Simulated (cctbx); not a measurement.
**A crystallographic session in cctbx: Na2Zn7P8Cl6**

Library: cctbx 2025.11. The data are simulated by the first script.

## 1. Simulate the data

run.py:

```python
from cctbx import adptbx, crystal, miller, sgtbx, xray
from cctbx.array_family import flex
from iotbx.shelx import hklf
from scitbx import matrix
import scitbx.random

cs = crystal.symmetry(unit_cell=(12.217, 10.262, 7.754, 90, 100.26, 90), space_group_symbol='Hall: -C 2y')  # C2/m
atoms = [  # label, site, U (iso, or U11 U22 U33 U12 U13 U23 in A^2), occupancy
    ("Zn1", (0.4465, 0.8145, 0.2346), (0.0237, 0.0284, 0.0208, 0.0001, 0.0027, 0.0016), 1),
    ("Zn2", (0.7272, 0, 0.1306), (0.0298, 0.0248, 0.0271, 0.0000, -0.0011, 0.0000), 1),
    ("Zn3", (0, 0, 0), (0.0178, 0.0199, 0.0185, 0.0000, 0.0031, 0.0000), 1),
    ("Cl1", (0.6563, 0.2912, 0.1384), (0.0295, 0.0279, 0.0253, 0.0006, 0.0042, 0.0001), 1),
    ("Cl2", (0.6422, 0, 0.4518), (0.0349, 0.0357, 0.0328, 0.0000, 0.0025, 0.0000), 1),
    ("P1", (0.4205, 0.6576, 0.4251), (0.0312, 0.0275, 0.0309, 0.0019, 0.0014, -0.0012), 1),
    ("P2", (0.9159, 0, 0.2459), (0.0268, 0.0266, 0.0252, 0.0000, 0.0038, 0.0000), 1),
    ("P3", (0.5662, 0, 0.9393), (0.0264, 0.0285, 0.0285, 0.0000, 0.0070, 0.0000), 1),
    ("Na1", (0.25, 0.75, 0.5), (0.0379, 0.0189, 0.0224, -0.0012, 0.0064, -0.0002), 1),
]
xs = xray.structure(crystal_symmetry=cs)
for label, site, u, occ in atoms:
    u = adptbx.u_cif_as_u_star(cs.unit_cell(), u) if isinstance(u, tuple) else u
    xs.add_scatterer(xray.scatterer(label, site=site, u=u, occupancy=occ))
xs.set_inelastic_form_factors(0.71073, "sasaki")
xs.show_summary()
p1 = xs.expand_to_p1()
ms = miller.build_set(p1, anomalous_flag=True, d_min=0.75)
flex.set_random_seed(438998)
scitbx.random.set_random_seed(438998)
ms = ms.select(flex.random_double(ms.size()) < 0.5)
i = ms.structure_factors_from_scatterers(p1, algorithm="direct").f_calc().as_intensity_array().data()
i = i * 5000 / flex.max(i)
sig = flex.sqrt(i + flex.pow2(0.02 * i) + 15 ** 2)
noise = scitbx.random.variate(scitbx.random.normal_distribution())(i.size())
data = ms.array(data=i + sig * noise, sigmas=sig).set_observation_type_xray_intensity()
with open("data.hkl", "w") as f:
    data.export_as_shelx_hklf(f)
print("reflections written:", data.size(), " <I/sigma> = %.1f" % flex.mean(data.data() / data.sigmas()))
for h, a, b in list(data.sort("data"))[:12]:
    print("%4d%4d%4d %9.1f %7.1f" % (h + (a, b)))
```

```console
$ python run.py
```

```text
Number of scatterers: 9
At special positions: 6
Unit cell: (12.217, 10.262, 7.754, 90, 100.26, 90)
Space group: C 1 2/m 1 (No. 12)
reflections written: 4723  <I/sigma> = 2.5
   1   3  -2    4859.0   123.4
   0   6   0    3947.1   100.9
  -3  -3  -3    3613.3    92.5
   3   3   3    3440.3    92.5
   3   1  -2    3053.3    83.1
  -3  -1   2    3052.2    83.1
  -3   1   2    3031.6    83.1
  -5   3   3    2865.2    80.7
   4   6   1    2832.5    81.9
   5   3  -3    2826.7    80.7
  -1  -3  -1    2781.7    74.3
   4   2  -1    2715.5    74.9
```

Run time: 0.34 s on 1 thread of Arm Neoverse V2, on a shared host, peak memory 0.07 GiB.

## 2. Refinement (right model, isotropic)

run.py:

```python
import math
from cctbx import adptbx, crystal, maptbx, sgtbx, xray
from cctbx.array_family import flex
from cctbx.xray import observations
from iotbx.shelx import hklf
from scitbx.lstbx import normal_eqns_solving
from smtbx import absolute_structure, utils
from smtbx.refinement import constraints, least_squares

cs = crystal.symmetry(unit_cell=(12.217, 10.262, 7.754, 90, 100.26, 90), space_group_symbol='Hall: -C 2y')  # C2/m
atoms = [  # label, site, U (iso, or U11 U22 U33 U12 U13 U23 in A^2), occupancy
    ("Zn1", (0.4473, 0.8216, 0.2317), 0.0200, 1),
    ("Zn2", (0.7292, 0, 0.1384), 0.0200, 1),
    ("Zn3", (0, 0, 0), 0.0200, 1),
    ("Cl1", (0.6542, 0.2921, 0.1386), 0.0200, 1),
    ("Cl2", (0.6457, 0, 0.4559), 0.0200, 1),
    ("P1", (0.4147, 0.6591, 0.4244), 0.0200, 1),
    ("P2", (0.916, 0, 0.2373), 0.0200, 1),
    ("P3", (0.5675, 0, 0.9544), 0.0200, 1),
    ("Na1", (0.25, 0.75, 0.5), 0.0200, 1),
]
xs = xray.structure(crystal_symmetry=cs)
for label, site, u, occ in atoms:
    u = adptbx.u_cif_as_u_star(cs.unit_cell(), u) if isinstance(u, tuple) else u
    xs.add_scatterer(xray.scatterer(label, site=site, u=u, occupancy=occ))
xs.set_inelastic_form_factors(0.71073, "sasaki")
raw = hklf.reader(file_name="data.hkl").as_miller_arrays(crystal_symmetry=cs, anomalous=True)[0]
merged = raw.eliminate_sys_absent().merge_equivalents()
fo2 = merged.array().set_observation_type_xray_intensity()
print("Rint %.3f, %d unique reflections to %.2f A" % (merged.r_int(), fo2.size(), fo2.d_min()))
for sc in xs.scatterers():
    sc.flags.set_grad_site(True)
    sc.flags.set_grad_u_aniso(sc.flags.use_u_aniso())
    sc.flags.set_grad_u_iso(sc.flags.use_u_iso())
obs = fo2.as_xray_observations()
extra = {}
rep = constraints.reparametrisation(xs, [], utils.connectivity_table(xs), **extra)
ls = least_squares.crystallographic_ls(obs, rep, weighting_scheme=least_squares.mainstream_shelx_weighting(a=0, b=0))
print("cycle     R1     wR2    GooF  max shift (A)")
for cycle in range(8):
    ls.build_up()
    r1, wr2, goof = ls.r1_factor(cutoff_factor=2)[0], ls.wR2(), ls.goof()
    old = xs.sites_cart()
    normal_eqns_solving.levenberg_marquardt_iterations(ls, n_max_iterations=3, tau=1e-06, step_threshold=1e-7)
    big = flex.max((xs.sites_cart() - old).norms())
    print("%4d %7.4f %7.4f %7.3f %9.5f" % (cycle + 1, r1, wr2, goof, big))
    ls.build_up(objective_only=True)
    if abs(ls.wR2() - wr2) < 5e-5 and big < 5e-4:
        break
ls.build_up()
print("final R1 %.4f wR2 %.4f GooF %.3f  parameters %d  data/parameter %.1f" % (ls.r1_factor(cutoff_factor=2)[0], ls.wR2(), ls.goof(), ls.n_parameters, fo2.size() / ls.n_parameters))
cov = ls.covariance_matrix_and_annotations()
su = dict(zip(cov.annotations, (math.sqrt(max(v, 0)) for v in cov.matrix.matrix_packed_u_diagonal())))
a2 = cs.unit_cell().reciprocal_parameters()[0] ** -2
print("atom        x        y        z      Ueq    occ   su(xyz)  su(Uiso or U11)")
for sc in xs.scatterers():
    s = max(su.get(sc.label + k, 0) for k in (".x", ".y", ".z"))
    npd = "" if sc.is_positive_definite_u(cs.unit_cell()) else "  NPD"
    print("%-5s %8.5f %8.5f %8.5f %8.4f %6.3f %8.5f %7.4f%s" % ((sc.label,) + sc.site + (sc.u_iso_or_equiv(cs.unit_cell()), sc.occupancy, s, su.get(sc.label + ".uiso", su.get(sc.label + ".u11", 0) * a2), npd)))
fo = fo2.f_sq_as_f()
fc = fo.structure_factors_from_scatterers(xs, algorithm="direct").f_calc()
diff = fo.f_obs_minus_f_calc(1 / math.sqrt(ls.scale_factor()), fc).average_bijvoet_mates()
m = diff.fft_map(symmetry_flags=maptbx.use_space_group_symmetry, resolution_factor=0.25).apply_volume_scaling()
print("difference map: max %.2f min %.2f rms %.2f" % (m.statistics().max(), m.statistics().min(), m.statistics().sigma()))
peaks = m.peak_search(parameters=maptbx.peak_search_parameters(min_distance_sym_equiv=0.6, max_clusters=6)).all()
near = xs.closest_distances(peaks.sites(), distance_cutoff=4)
sps = cs.special_position_settings(min_distance_sym_equiv=0.5)
for k, (x, h) in enumerate(zip(peaks.sites(), peaks.heights())):
    ss = sps.site_symmetry(x)
    print("Q%-3d %7.4f %7.4f %7.4f %4d %7.2f  %.2f A from %s" % ((k + 1,) + tuple(t % 1 for t in ss.exact_site()) + (ss.multiplicity(), h, near.smallest_distances[k], xs.scatterers()[near.i_seqs[k]].label)))
```

```console
$ python run.py
```

```text
Rint 0.084, 1151 unique reflections to 0.75 A
cycle     R1     wR2    GooF  max shift (A)
   1  0.1747  0.3159   3.559   0.12412
   2  0.0564  0.1017   1.146   0.00005
final R1 0.0564 wR2 0.1017 GooF 1.146  parameters 26  data/parameter 44.3
atom        x        y        z      Ueq    occ   su(xyz)  su(Uiso or U11)
Zn1    0.44638  0.81464  0.23437   0.0245  1.000  0.00015  0.0003
Zn2    0.72729  0.00000  0.13036   0.0279  1.000  0.00023  0.0004
Zn3    0.00000  0.00000  0.00000   0.0191  1.000  0.00000  0.0004
Cl1    0.65628  0.29121  0.13830   0.0270  1.000  0.00031  0.0005
Cl2    0.64261  0.00000  0.45216   0.0342  1.000  0.00051  0.0008
P1     0.42052  0.65771  0.42471   0.0297  1.000  0.00035  0.0006
P2     0.91622  0.00000  0.24568   0.0249  1.000  0.00048  0.0007
P3     0.56659  0.00000  0.93820   0.0273  1.000  0.00050  0.0008
Na1    0.25000  0.75000  0.50000   0.0267  1.000  0.00000  0.0011
difference map: max 2.55 min -1.83 rms 0.49
Q1    0.2317  0.0000  0.8958    4    2.65  0.57 A from Zn2
Q2    0.1935  0.5000  0.1655    4    2.64  0.53 A from Zn2
Q3    0.1136  0.1496  0.5384    8    2.59  0.55 A from P1
Q4    0.0127  0.0000  0.4252    4    1.91  1.66 A from P2
Q5    0.2129  0.4505  0.0132    8    1.73  1.03 A from Zn2
Q6    0.0422  0.0000  0.1593    4    1.70  1.25 A from Zn3
```

Time: 0.5 s.

## 3. Refinement (right model, anisotropic)

run.py, as its changes from the last script of this kind:

```diff
@@ -12,9 +12,9 @@
-    ("Zn1", (0.4473, 0.8216, 0.2317), 0.0200, 1),
-    ("Zn2", (0.7292, 0, 0.1384), 0.0200, 1),
-    ("Zn3", (0, 0, 0), 0.0200, 1),
-    ("Cl1", (0.6542, 0.2921, 0.1386), 0.0200, 1),
-    ("Cl2", (0.6457, 0, 0.4559), 0.0200, 1),
-    ("P1", (0.4147, 0.6591, 0.4244), 0.0200, 1),
-    ("P2", (0.916, 0, 0.2373), 0.0200, 1),
-    ("P3", (0.5675, 0, 0.9544), 0.0200, 1),
-    ("Na1", (0.25, 0.75, 0.5), 0.0200, 1),
+    ("Zn1", (0.44638, 0.81464, 0.23437), 0.0245, 1),
+    ("Zn2", (0.72729, 0, 0.13036), 0.0279, 1),
+    ("Zn3", (0, 0, 0), 0.0191, 1),
+    ("Cl1", (0.65628, 0.29121, 0.1383), 0.0270, 1),
+    ("Cl2", (0.64261, 0, 0.45216), 0.0342, 1),
+    ("P1", (0.42052, 0.65771, 0.42471), 0.0297, 1),
+    ("P2", (0.91622, 0, 0.24568), 0.0249, 1),
+    ("P3", (0.56659, 0, 0.9382), 0.0273, 1),
+    ("Na1", (0.25, 0.75, 0.5), 0.0267, 1),
@@ -26,0 +27 @@
+xs.convert_to_anisotropic()
```

```console
$ python run.py
```

```text
Rint 0.084, 1151 unique reflections to 0.75 A
cycle     R1     wR2    GooF  max shift (A)
   1  0.0564  0.1017   1.164   0.00825
   2  0.0456  0.0827   0.947   0.00000
final R1 0.0456 wR2 0.0827 GooF 0.947  parameters 61  data/parameter 18.9
atom        x        y        z      Ueq    occ   su(xyz)  su(Uiso or U11)
Zn1    0.44645  0.81465  0.23441   0.0248  1.000  0.00012  0.0005
Zn2    0.72719  0.00000  0.13056   0.0283  1.000  0.00019  0.0008
Zn3    0.00000  0.00000  0.00000   0.0188  1.000  0.00000  0.0009
Cl1    0.65621  0.29134  0.13824   0.0277  1.000  0.00026  0.0010
Cl2    0.64229  0.00000  0.45207   0.0341  1.000  0.00040  0.0016
P1     0.42055  0.65766  0.42503   0.0302  1.000  0.00029  0.0012
P2     0.91587  0.00000  0.24585   0.0262  1.000  0.00040  0.0016
P3     0.56617  0.00000  0.93892   0.0279  1.000  0.00042  0.0016
Na1    0.25000  0.75000  0.50000   0.0277  1.000  0.00000  0.0026
difference map: max 1.87 min -1.94 rms 0.46
Q1    0.0097  0.0000  0.4301    4    2.00  1.67 A from P2
Q2    0.0277  0.5000  0.3691    4    1.91  1.43 A from Cl2
Q3    0.0250  0.5000  0.1310    4    1.74  1.15 A from P3
Q4    0.1683  0.0429  0.2513    8    1.73  1.91 A from Cl1
Q5    0.2181  0.2809  0.0899    8    1.72  1.17 A from Cl1
Q6    0.0263  0.0000  0.1968    4    1.72  1.47 A from P2
```

Time: 0.46 s.

## 4. Refinement

run.py, as its changes from the last script of this kind:

```diff
@@ -14 +14 @@
-    ("Zn3", (0, 0, 0), 0.0191, 1),
+    ("Ni1", (0, 0, 0), 0.0191, 1),
@@ -41 +41 @@
-for cycle in range(8):
+for cycle in range(12):
```

```console
$ python run.py
```

```text
Rint 0.084, 1151 unique reflections to 0.75 A
cycle     R1     wR2    GooF  max shift (A)
   1  0.0642  0.1129   1.292   0.00939
   2  0.0482  0.0865   0.990   0.00000
final R1 0.0482 wR2 0.0865 GooF 0.990  parameters 61  data/parameter 18.9
atom        x        y        z      Ueq    occ   su(xyz)  su(Uiso or U11)
Zn1    0.44646  0.81461  0.23436   0.0254  1.000  0.00013  0.0005
Zn2    0.72711  0.00000  0.13051   0.0289  1.000  0.00020  0.0008
Ni1    0.00000  0.00000  0.00000   0.0131  1.000  0.00000  0.0009
Cl1    0.65621  0.29141  0.13833   0.0283  1.000  0.00027  0.0011
Cl2    0.64220  0.00000  0.45195   0.0346  1.000  0.00042  0.0017
P1     0.42050  0.65769  0.42493   0.0311  1.000  0.00030  0.0012
P2     0.91585  0.00000  0.24578   0.0269  1.000  0.00042  0.0017
P3     0.56611  0.00000  0.93902   0.0283  1.000  0.00044  0.0016
Na1    0.25000  0.75000  0.50000   0.0284  1.000  0.00000  0.0027
difference map: max 2.45 min -2.05 rms 0.46
Q1    0.0419  0.0000  0.0537    4    2.50  0.60 A from Ni1
Q2    0.2151  0.4507  0.0205    8    1.83  0.98 A from Zn2
Q3    0.0408  0.1017  0.4278    8    1.76  1.29 A from P1
Q4    0.0266  0.5000  0.5561    4    1.76  1.75 A from Cl2
Q5    0.2177  0.2787  0.0915    8    1.70  1.15 A from Cl1
Q6    0.1707  0.0967  0.3558    8    1.69  2.02 A from Cl1
```

Time: 0.47 s.

This run holds a fault made on purpose: wrong element: Ni1 is Zn.

## 5. Refinement

run.py, as its changes from the last script of this kind:

```diff
@@ -14 +14 @@
-    ("Ni1", (0, 0, 0), 0.0191, 1),
+    ("Zn3", (0, 0, 0), 0.0191, 1),
@@ -26 +26 @@
-xs.set_inelastic_form_factors(0.71073, "sasaki")
+xs.set_inelastic_form_factors(1.54184, "sasaki")
```

```console
$ python run.py
```

```text
Rint 0.084, 1151 unique reflections to 0.75 A
cycle     R1     wR2    GooF  max shift (A)
   1  0.0822  0.1422   1.627   0.00981
   2  0.0499  0.0892   1.020   0.00001
final R1 0.0499 wR2 0.0892 GooF 1.020  parameters 61  data/parameter 18.9
atom        x        y        z      Ueq    occ   su(xyz)  su(Uiso or U11)
Zn1    0.44641  0.81456  0.23440   0.0199  1.000  0.00013  0.0005
Zn2    0.72718  0.00000  0.13052   0.0234  1.000  0.00020  0.0009
Zn3    0.00000  0.00000  0.00000   0.0139  1.000  0.00000  0.0009
Cl1    0.65628  0.29140  0.13827   0.0324  1.000  0.00028  0.0011
Cl2    0.64237  0.00000  0.45222   0.0387  1.000  0.00043  0.0017
P1     0.42042  0.65768  0.42501   0.0349  1.000  0.00031  0.0013
P2     0.91598  0.00000  0.24591   0.0304  1.000  0.00043  0.0017
P3     0.56617  0.00000  0.93917   0.0321  1.000  0.00045  0.0017
Na1    0.25000  0.75000  0.50000   0.0323  1.000  0.00000  0.0029
difference map: max 1.88 min -1.66 rms 0.45
Q1    0.2343  0.4457  0.1401    8    1.95  0.57 A from Zn2
Q2    0.0297  0.5000  0.3695    4    1.88  1.41 A from Cl2
Q3    0.0119  0.0000  0.4309    4    1.85  1.68 A from P2
Q4    0.1877  0.0000  0.6708    4    1.84  1.52 A from P2
Q5    0.0391  0.0000  0.0630    4    1.78  0.62 A from Zn3
Q6    0.2177  0.4452  0.0225    8    1.72  1.00 A from Zn2
```

Time: 0.47 s.

This run holds a fault made on purpose: dispersion terms of the wrong wavelength.

## 6. Refinement

run.py, as its changes from the last script of this kind:

```diff
@@ -16 +16 @@
-    ("Cl2", (0.64261, 0, 0.45216), 0.0342, 1),
+    ("Na1", (0.64261, 0, 0.45216), 0.0342, 1),
@@ -20 +20 @@
-    ("Na1", (0.25, 0.75, 0.5), 0.0267, 1),
+    ("Cl2", (0.25, 0.75, 0.5), 0.0267, 1),
@@ -26 +26 @@
-xs.set_inelastic_form_factors(1.54184, "sasaki")
+xs.set_inelastic_form_factors(0.71073, "sasaki")
```

```console
$ python run.py
```

```text
Rint 0.084, 1151 unique reflections to 0.75 A
cycle     R1     wR2    GooF  max shift (A)
   1  0.1109  0.2048   2.343   0.00915
   2  0.0584  0.1237   1.416   0.00015
final R1 0.0585 wR2 0.1237 GooF 1.416  parameters 61  data/parameter 18.9
atom        x        y        z      Ueq    occ   su(xyz)  su(Uiso or U11)
Zn1    0.44644  0.81453  0.23419   0.0239  1.000  0.00018  0.0007
Zn2    0.72744  0.00000  0.13065   0.0276  1.000  0.00028  0.0012
Zn3    0.00000  0.00000  0.00000   0.0183  1.000  0.00000  0.0013
Cl1    0.65614  0.29121  0.13811   0.0270  1.000  0.00039  0.0015
Na1    0.64249  0.00000  0.45223   0.0039  1.000  0.00061  0.0022  NPD
P1     0.42074  0.65720  0.42446   0.0294  1.000  0.00043  0.0017
P2     0.91597  0.00000  0.24673   0.0251  1.000  0.00059  0.0023
P3     0.56647  0.00000  0.93849   0.0282  1.000  0.00064  0.0023
Cl2    0.25000  0.75000  0.50000   0.0623  1.000  0.00000  0.0044
difference map: max 2.85 min -2.69 rms 0.52
Q1    0.1527  0.5000  0.4060    4    2.89  0.40 A from Na1
Q2    0.0231  0.5000  0.3661    4    2.65  1.49 A from Na1
Q3    0.1662  0.5000  0.4936    4    2.48  0.39 A from Na1
Q4    0.0386  0.0000  0.0620    4    2.00  0.61 A from Zn3
Q5    0.1930  0.0000  0.6521    4    1.91  1.66 A from P2
Q6    0.1111  0.5000  0.4889    4    1.86  0.52 A from Na1
```

Run time: 0.51 s on 1 thread of Arm Neoverse V2, on a shared host, peak memory 0.09 GiB.

This run holds a fault made on purpose: elements exchanged: Cl2 is Na and Na1 is Cl.

[Logs are printed without paths, hosts, clocks, repeated set-up lines and the standing remarks that a program may print on its own settings, such as how far it seeks lower states.]
